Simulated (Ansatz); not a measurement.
# Cs chain started as a strip of triangles: one chain at several levels of theory, part 3 of 3

Aim: how far do the period, the moment and the conductance of the Cs chain started as a strip of triangles depend on the functional, the datasets and spin-orbit coupling, and at what cost?

Ansatz 0.2.0; DFT PBE, plane waves, PAW; relaxation of a chain's period (the session's first sound run).

So far, conductance of the lead as this run defines it (G₀): step 3 (the wire at its relaxed period, level PBE, k-mesh 1×1×16) 2.00; step 5 (RPBE, another cell, k-mesh 1×1×15) 1.99.

**7. The perfect wire, level PBEsol, k-mesh 1×1×16**

This step: DFT PBEsol, plane waves, PAW; channels and complex bands of a perfect chain (Ansatz 0.2.0).

The channels are counted again under PBEsol, at the period that it gave.

Input file input.yaml:

```yaml
crystal:
  lattice:
    - [13.5, 0.0, 0.0]
    - [0.0, 12.0, 0.0]
    - [0.0, 0.0, 5.029967351]
  atoms:
    - { symbol: Cs, position: [0.327492721, 0.5, 0.0] }
    - { symbol: Cs, position: [0.672507279, 0.5, 0.5] }
kpoints:
  mp_grid: { grid: [1, 1, 16] }
  band_path: { path: ["Γ", Z], npoints: 60 }
scf:
  occupations: { method: fermi_dirac, width: 0.05 }
hamiltonian:
  xc: pbesol
output:
  transmission:
    e_range: [-2, 2]
    de: 0.035
    kmesh: [1, 1]
    reduced_basis: true
    leads: [[0, 0]]
  dos: { projected: true, e_range: [-6, 4] }
```

Run with:

```console
$ ansatz run input.yaml --threads 4 --pin off --max-ram 16384MiB --backend cpu --events-out ev --progress --plain --runs-dir out
```

Numbers of over 12 decimals in the logs are rounded to 6 here.

The program printed:

```text
[...]
Crystal: 2 atoms, lattice volume = 814.855 Å³
Basis set: ecut = 420 eV, 15941 PW (Γ)
Bands: 13, of which v1, the nominal top of the filled ones, is band 9 counted from 1 (8 counted from 0)
Symmetry: 8 space group operations
[...]
k-points: 9 of 16
[...]
k-point 8: bands = [... 5 lower, -11.7869, -11.7530, -11.7530, -0.1116, -0.1116, 0.4333, 0.4333, 0.4567]
--- Transmission ---
  basis      : 1421 plane waves across, 7 finite elements along
  points     : 1, standing for a mesh of 1 x 1
[...]
crystal 0  : Cs2, at the sites [0, 0], period 5.0300 Å: whole cells are its period
[...]
filled         : 9.9 meV over the level at which it is neutral
    channels       : 2.000000e0 a spin
[...]
[key lines of the parts left out:]
SCF converged after 7 iterations
Free energy (F): -11170.925558 eV
Fermi energy:    -0.709317 eV
```

Elapsed: 2.6 min, on 4 threads of Arm Neoverse V1, shared host; peak memory 1.8 GiB.

The open channels of the lead, one spin by energy, zero at the Fermi level:

| energy (eV) | open channels of the lead, one spin |
| --- | --- |
| -1.090 | 0 |
| -0.985 | 1 |
| -0.915 | 1 |
| -0.810 | 1 |
| -0.705 | 1 |
| -0.600 | 1 |
| -0.495 | 1 |
| -0.390 | 1 |
| -0.285 | 1 |
| -0.215 | 1 |
| -0.110 | 2 |
| -0.005 | 2 |
| 0.100 | 2 |
| 0.205 | 2 |
| 0.310 | 2 |
| 0.415 | 2 |
| 0.485 | 2 |
| 0.590 | 2 |
| 0.695 | 3 |
| 0.800 | 4 |
| 0.905 | 2 |
| 1.010 | 2 |
| 1.115 | 2 |
| 1.185 | 5 |
| 1.290 | 3 |
| 1.395 | 4 |
| 1.500 | 4 |
| 1.605 | 2 |
| 1.710 | 5 |
| 1.815 | 5 |
| 1.885 | 5 |

At the computed energy nearest the Fermi level there are 2 channels a spin, and the thermal average gives 2.00 G₀.

**8. Comparing the runs**

Times are for 4 threads of Arm Neoverse V1, shared host. The runs compared:

| no. | level | conductance of the lead as this run defines it (G₀) | time | memory (GiB) |
| --- | --- | --- | --- | --- |
| 1 | PBE | 1.999 | 2.5 min | 1.7 |
| 2 | RPBE | 1.994 | 2.6 min | 1.7 |
| 3 | PBEsol | 2.000 | 2.6 min | 1.8 |

The runs together. The open channels of the lead by energy, zero at the Fermi level:

| energy (eV) | PBE | RPBE | PBEsol |
| --- | --- | --- | --- |
| -1.195 | 0 | 0 | 0 |
| -0.985 | 0 | 0 | 1 |
| -0.810 | 1 | 1 | 1 |
| -0.600 | 1 | 1 | 1 |
| -0.390 | 1 | 1 | 1 |
| -0.215 | 1 | 1 | 1 |
| -0.005 | 2 | 2 | 2 |
| 0.205 | 2 | 2 | 2 |
| 0.415 | 2 | 2 | 2 |
| 0.590 | 2 | 2 | 2 |
| 0.800 | 4 | 4 | 4 |
| 1.010 | 2 | 4 | 2 |
| 1.185 | 5 | 3 | 5 |
| 1.395 | 4 | 4 | 4 |
| 1.605 | 4 | 4 | 2 |
| 1.815 | 5 | 3 | 5 |

**9. The relaxed wire, cutoff 1200 eV, PAW set JTH**

This step: DFT PBE, plane waves, PAW (JTH); relaxation of a chain's period (Ansatz 0.2.0).

The same functional on other atomic datasets tests how far the result hangs on the treatment of the cores. Against the first PBE run of this kind, the cutoff is 1200 eV against 420.

Input file input.yaml:

```yaml
crystal:
  lattice:
    - [13.5, 0.0, 0.0]
    - [0.0, 12.0, 0.0]
    - [0.0, 0.0, 4.77508]
  atoms:
    - { symbol: Cs, position: [0.348900741, 0.5, 0.0], spin: 0.5 }
    - { symbol: Cs, position: [0.651099259, 0.5, 0.5], spin: 0.5 }
magnetization:
  spin_polarized: true
kpoints:
  mp_grid: { grid: [1, 1, 17] }
scf:
  occupations: { method: fermi_dirac, width: 0.05 }
hamiltonian:
  xc: pbe
  pseudopotentials: { kind: paw, source: jth }
relax:
  cell: { fix: [a, b, alpha, beta, gamma] }
  max_steps: 60
```

The program printed:

```text
[...]
0.000000      -0.024342       0.000000
        0.000000       0.000000       0.005376
  P = ⅓ Tr σ = -0.0144 GPa (-0.144 kbar)
--- Relaxed structure (7 steps of the walk, 7 accepted, 1 SCFs on fresh bases) ---
[...]
cell:  # Å, volume = 835.9190 Å³
    - [13.5, 0, 0]
    - [0, 12.0, 0]
    - [0, 0, 5.159994]
  atoms:
    - { symbol: Cs, position: [0.323491, 0.5, 0] }
    - { symbol: Cs, position: [0.676509, 0.5, 0.5] }
[key lines of the parts left out:]
SCF converged after 8 iterations
Magnetization: -0.0000 μB (9.0000 up, 9.0000 down)
Free energy (F): -11312.636474 eV
Fermi energy:    -0.731994 eV
```

The job ended after 3.9 min (4 threads; peak memory 4.9 GiB; 15 min of CPU time).

The steps of the relaxation:

| step | energy less that of the first step (eV) | largest force component (eV/Å) | pressure (GPa) | volume (Å³) |
| --- | --- | --- | --- | --- |
| 1 | 0.0000 | 0.2137 | 0.13 | 773.56 |
| 2 | -0.0191 | 0.1836 | 0.11 | 777.70 |
| 3 | -0.0860 | 0.0485 | 0.03 | 804.07 |
| 4 | -0.0966 | 0.0087 | 0.00 | 819.00 |
| 5 | -0.0983 | 0.0058 | -0.01 | 827.71 |
| 6 | -0.0985 | 0.0086 | -0.01 | 831.38 |
| 7 | -0.0988 | 0.0091 | -0.02 | 835.92 |
| 8* | -0.1001 | 0.0091 | -0.01 | 835.92 |

Relaxation steps marked * repeat the geometry before them on a plane-wave basis chosen anew for their cell, so energy and pressure can jump there.

Forces are held to the 8 operations that the run works with; a distortion that breaks them can't arise in this run.

| cell as run | before | after | change |
| --- | --- | --- | --- |
| c (Å) | 4.775 | 5.160 | +8.1 % |

The atoms that moved most (Å, along periodic axes as changes of fractional coordinates times the final cell, across vacuum about the mean position):

| atom | dx | dy | dz | length |
| --- | --- | --- | --- | --- |
| Cs1 | -0.343 | 0.000 | 0.000 | 0.343 |
| Cs2 | 0.343 | 0.000 | 0.000 | 0.343 |

Final coordinates:

```
Cs
1.0
    13.50000    0.00000    0.00000
     0.00000   12.00000    0.00000
     0.00000    0.00000    5.15999
Cs
2
Direct
  0.32349 0.50000 0.00000
  0.67651 0.50000 0.50000
```

The cell's length comes to 5.160 Å, -0.1 % against the first run, with no moment.

**10. Relaxing the period**

This step: DFT PBE, plane waves, PAW; relaxation of a chain's period (Ansatz 0.2.0).

No moment formed, so a run without spin should agree; this checks it and saves time.

input.yaml, the sections that differ from step 9:

```yaml
crystal:
  lattice:
    - [13.5, 0.0, 0.0]
    - [0.0, 12.0, 0.0]
    - [0.0, 0.0, 4.77508]
  atoms:
    - { symbol: Cs, position: [0.348900741, 0.5, 0.0] }
    - { symbol: Cs, position: [0.651099259, 0.5, 0.5] }
hamiltonian:
  xc: pbe
# kpoints, scf, relax: as in step 9
# magnetization: removed
```

The program printed:

```text
[...]
Crystal: 2 atoms, lattice volume = 773.563 Å³
Basis set: ecut = 420 eV, 15015 PW (Γ), exchange–correlation on 192×162×64 points (8 copies of the dense FFT grid, shifted against one another)
Bands: 13, of which v1, the nominal top of the filled ones, is band 9 counted from 1 (8 counted from 0)
Symmetry: 8 space group operations
[...]
k-points: 9 of 17
[...]
-0.024569       0.000000       0.000000
        0.000000      -0.024308       0.000000
        0.000000       0.000000       0.004501
  P = ⅓ Tr σ = -0.0148 GPa (-0.148 kbar)
--- Relaxed structure (7 steps of the walk, 7 accepted, 1 SCFs on fresh bases) ---
[...]
cell:  # Å, volume = 836.4413 Å³
    - [13.5, 0, 0]
    - [0, 12.0, 0]
    - [0, 0, 5.163218]
  atoms:
    - { symbol: Cs, position: [0.323509, 0.5, 0] }
    - { symbol: Cs, position: [0.676491, 0.5, 0.5] }
[key lines of the parts left out:]
SCF converged after 6 iterations
Free energy (F): -11340.948233 eV
Fermi energy:    -0.735823 eV
```

Wall time 17 s (4 threads); peak memory 0.91 GiB; 64 s of CPU time.

The cell's length comes to 5.163 Å, +0.0 % against the first run, with spin left out.

**11. Side by side**

Times are for 4 threads of Arm Neoverse V1, shared host. The series side by side:

| no. | level | cell length along the wire (Å) | absolute moment (μB) | time | memory (GiB) |
| --- | --- | --- | --- | --- | --- |
| 1 | PBE | 5.163 | 0 | 41 s | 1.1 |
| 2 | RPBE | 5.415 | 8.91e-4 | 60 s | 1.1 |
| 3 | PBEsol | 5.030 | 0 | 32 s | 1.1 |
| 4 | PBE, JTH files | 5.160 | 0 | 3.9 min | 4.9 |
| 5 | PBE, no spin | 5.163 | 0 | 17 s | 0.91 |

**12. A varied input**

This step: DFT PBE, plane waves, PAW; channels and complex bands of a perfect chain; changed: basis.ecutrho_ratio = 1, scf.max_iter = 50 (Ansatz 0.2.0).

The input of the run on the perfect lead (PBE) is made doubtful on purpose. The ELF is not written this time.

Input file input.yaml:

```yaml
crystal:
  lattice:
    - [13.5, 0.0, 0.0]
    - [0.0, 12.0, 0.0]
    - [0.0, 0.0, 5.1631796496]
  atoms:
    - { symbol: Cs, position: [0.323508846, 0.5, 0.0] }
    - { symbol: Cs, position: [0.676491154, 0.5, 0.5] }
kpoints:
  mp_grid: { grid: [1, 1, 16] }
  band_path: { path: ["Γ", Z], npoints: 60 }
scf:
  occupations: { method: fermi_dirac, width: 0.05 }
  max_iter: 50
hamiltonian:
  xc: pbe
output:
  transmission:
    e_range: [-2, 2]
    de: 0.035
    kmesh: [1, 1]
    reduced_basis: true
    leads: [[0, 0]]
  dos: { projected: true, e_range: [-6, 4] }
  write_potential: true
  write_density: true
  volumetric_format: npy
basis:
  ecutrho_ratio: 1
```

The program printed:

```text
Error: output.transmission: <on plane waves> with basis.ecutrho_ratio < 4 — the transmission reads the potential up to twice the cutoff's wavenumber, and below a ratio of 4 the run has it in part; raise basis.ecutrho_ratio to 4 or more, or drop output.transmission
```

Wall time 0.03 s (4 threads); peak memory 0.031 GiB.

The input was rejected at the start.

The program's message: “Error: output.transmission: <on plane waves> with basis.ecutrho_ratio < 4 — the transmission reads the potential up to twice the cutoff's wavenumber, and below a ratio of 4 the run has it in part; rai …”

The change that led to it: basis.ecutrho_ratio = 1.

**13. Summary of results**

| Item | Value |
| --- | --- |
| cell length, PBE | 5.163 Å |
| cell length, RPBE | 5.415 Å |
| cell length, PBEsol | 5.030 Å |
| cell length, PBE, JTH files | 5.160 Å |
| cell length, PBE, no spin | 5.163 Å |
| conductance, PBE | 2.00 G₀ |
| conductance, RPBE | 1.99 G₀ |
| conductance, PBEsol | 2.00 G₀ |

What this shows: Under PBE the cell's length is 5.16 Å, no moment survives, and it is a metal with 2 channels a spin next to the Fermi level, 2.00 G₀ at 300 K. The cell's length spans 7.7 % over the functionals, shortest under PBEsol and longest under RPBE. A perfect wire passes every open channel, so the conductance counts half a G₀ for each forward-moving state at the Fermi level, spin by spin. At the relaxed period it forms two rows 4.77 Å apart, with 5.42 Å between atoms of unlike rows and 5.16 Å along a row: a strip of triangles. Transport is coherent and elastic here: the atoms are frozen, so scattering by vibrations plays no part. Spin-orbit coupling is left out, which matters for the bands of heavy atoms. The box is narrow for bonds this long, so the chain feels its sideways images.

[Logs are printed without paths, hosts, clocks, repeated set-up lines and the standing remarks that a program may print on its own settings, such as how far it seeks lower states.]

[Hosts, paths, dates, database ids (printed as entryN), source tags and the programs' standing remarks are cut or masked in the printed files.]
